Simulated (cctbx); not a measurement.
## Reading a Patterson map

Space group P4/mbm (no. 127), a = 6.9570 Å, b = 6.9570 Å, c = 4.1180 Å, α = 90.00°, β = 90.00°, γ = 90.00°, content Ho4 Ge4 Ni2.

Simulated single-crystal data (cctbx): Mo Kα, λ = 0.71073 Å, to d = 0.7 Å, 80 % of the full sphere, strongest reflection 40000 counts, noise from counting, a 3 % proportional error and a noise floor of 4 counts (s.d.); no absorption.

Patterson synthesis, origin scaled to 1000:

```text
Patterson group P 4/m m m
      u       v       w   height  length (A)
  0.000   0.000   0.000   1000.0     0.00
  0.148   0.500   0.000    399.8     3.63
  0.351   0.351   0.000    201.2     3.45
  0.209   0.209   0.500    169.0     2.91
  0.062   0.292   0.500    166.9     2.92
  0.440   0.440   0.500    163.1     4.80
  0.177   0.327   0.500    140.2     3.30
  0.282   0.500   0.000     77.7     3.99
  0.108   0.374   0.000     58.1     2.70
  0.241   0.241   0.000     36.5     2.37
  0.500   0.500   0.000     31.1     4.92
  0.044   0.143   0.000     17.4     1.04
  0.000   0.000   0.253     17.2     1.04
  0.000   0.452   0.000     16.6     3.15
```

Q: Assign the vectors.

A peak at u stands for all pairs with xi − xj = u, with weight Σ ZiZj against Σ Z² = 23620 at the origin. Peak heights follow these weights only roughly, since form factors, motion and series ripples differ, all vectors within 0.55 Å of a peak are counted as merged into it though the farther ones add only part of their weight, and F(000) is left out, which lowers the whole map:

| u | v | w | shortest length (Å) | height | 1000 ΣZiZj/ΣZ² | pairs in the cell |
| --- | --- | --- | --- | --- | --- | --- |
| 0.148 | 0.500 | 0.000 | 3.63 | 400 | 380 | 2 × Ho–Ho |
| 0.351 | 0.351 | 0.000 | 3.45 | 201 | 190 | 1 × Ho–Ho |
| 0.209 | 0.209 | 0.500 | 2.91 | 169 | 182 | 2 × Ho–Ge |
| 0.062 | 0.292 | 0.500 | 2.92 | 167 | 182 | 2 × Ho–Ge |
| 0.440 | 0.440 | 0.500 | 4.79 | 163 | 182 | 2 × Ho–Ge |
| 0.177 | 0.327 | 0.500 | 3.31 | 140 | 159 | 2 × Ho–Ni |
| 0.282 | 0.500 | 0.000 | 3.99 | 78 | 87 | 2 × Ge–Ge |
| 0.108 | 0.374 | 0.000 | 2.71 | 58 | 76 | 2 × Ge–Ni |

The table stops at ten peaks or at a height of 45, below which ripples compete. In the model behind the data Ho, the heaviest element, has 1 independent site: (0.6760, 0.8240, 1/2), up to an allowed shift of origin; the Ho–Ho vectors are differences of these positions and their symmetry mates. The whole model:

| atom | mult. | x | y | z | Ueq (Å²) |
| --- | --- | --- | --- | --- | --- |
| Ho1 | 4 | 0.6760 | 0.8240 | 1/2 | 0.0026 |
| Ge1 | 4 | 0.3841 | 0.8841 | 0 | 0.0040 |
| Ni1 | 2 | 1/2 | 1/2 | 0 | 0.0040 |

This is a model crystal, built by substitution and not relaxed, with assumed displacement parameters.

[Logs are printed without paths, hosts, clocks, repeated set-up lines and the standing remarks that a program may print on its own settings, such as how far it seeks lower states.]
